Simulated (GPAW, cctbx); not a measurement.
# By hand: from a DFT structure factor to an extinction distance in CaGa2GeSe4

CaGa2GeSe4, I-42m (no. 121), a = 7.5030 Å, b = 7.5030 Å, c = 7.2045 Å, α = 90.00°, β = 90.00°, γ = 90.00°.

| atom | mult. | x | y | z |
| --- | --- | --- | --- | --- |
| Se1 | 8 | 0.8161 | 0.1839 | 0.1966 |
| Ge1 | 2 | 0 | 0 | 0 |
| Ga1 | 4 | 1/2 | 0 | 0 |
| Ca1 | 2 | 0 | 0 | 1/2 |

The cell comes from substitution in a known structure type and wasn't matched to any measured phase.

A DFT run (GPAW, PBE, 450 eV, 4×4×4 k-points, Fermi–Dirac width 0.05 eV) gives the static X-ray structure factor of 110 as 20.757 e for the conventional cell; superposed free atoms give 20.433 e. **Problem.** Find the Fourier component V of the crystal potential and the two-beam extinction distance at 120 kV in both cases.

## 1. Geometry

The cell volume is Ω = 405.58 Å³ and d(110) = 5.3054 Å, so g = 1/d = 0.1885 Å⁻¹.

## 2. The nuclei

Electrons feel nuclei as well as electrons, so the nuclear charges are summed with the same phases.

Phase sums Σ exp(2πi h·x), turned so that the total is real and positive: Se +1.303, Ge +2.000, Ga -4.000, Ca +2.000. Then F_Z = 34 × (+1.303) + 32 × (+2.000) + 31 × (-4.000) + 20 × (+2.000) = 24.30 e. The electron term has the same sign for this reflection.

## 3. Mott–Bethe

Poisson's equation, term by term, gives V = (e/4πε₀)(F_Z − F)/(πΩg²), with e/4πε₀ = 14.3996 V Å.

The prefactor is 14.3996 × 5.3054²/(π × 405.58) = 0.31810 V per electron. Free atoms: (24.30 − 20.433) × 0.31810 = 1.231 V. Crystal: (24.30 − 20.757) × 0.31810 = 1.128 V. F changes by +1.59 % and V by -8.4 %: the same 0.32 e is measured against F_Z − F = 3.9 e in place of F = 20.4 e.

## 4. Extinction distance

In the two-beam case ξ = 1/(λU) with U = 2γm₀eV/h², that is ξ = 150.41 V Å²/(γλV).

At 120 kV, λ = 0.03349 Å and γ = 1.2348. Free atoms: ξ = 2955 Å. Crystal: ξ = 3225 Å. The thickness fringes go as sin²(πt/ξ), so the two patterns slip by a quarter of a period when t|1/ξ₁ − 1/ξ₀| = 1/4, at t ≈ 882 nm, thicker than usual samples. Thermal motion, absorption and many-beam coupling, left out here, change a real pattern.

## 5. Answer

V(110) is 1.13 V against 1.23 V, and ξ is 3225 against 2955 Å. Limits: static atoms, two beams.
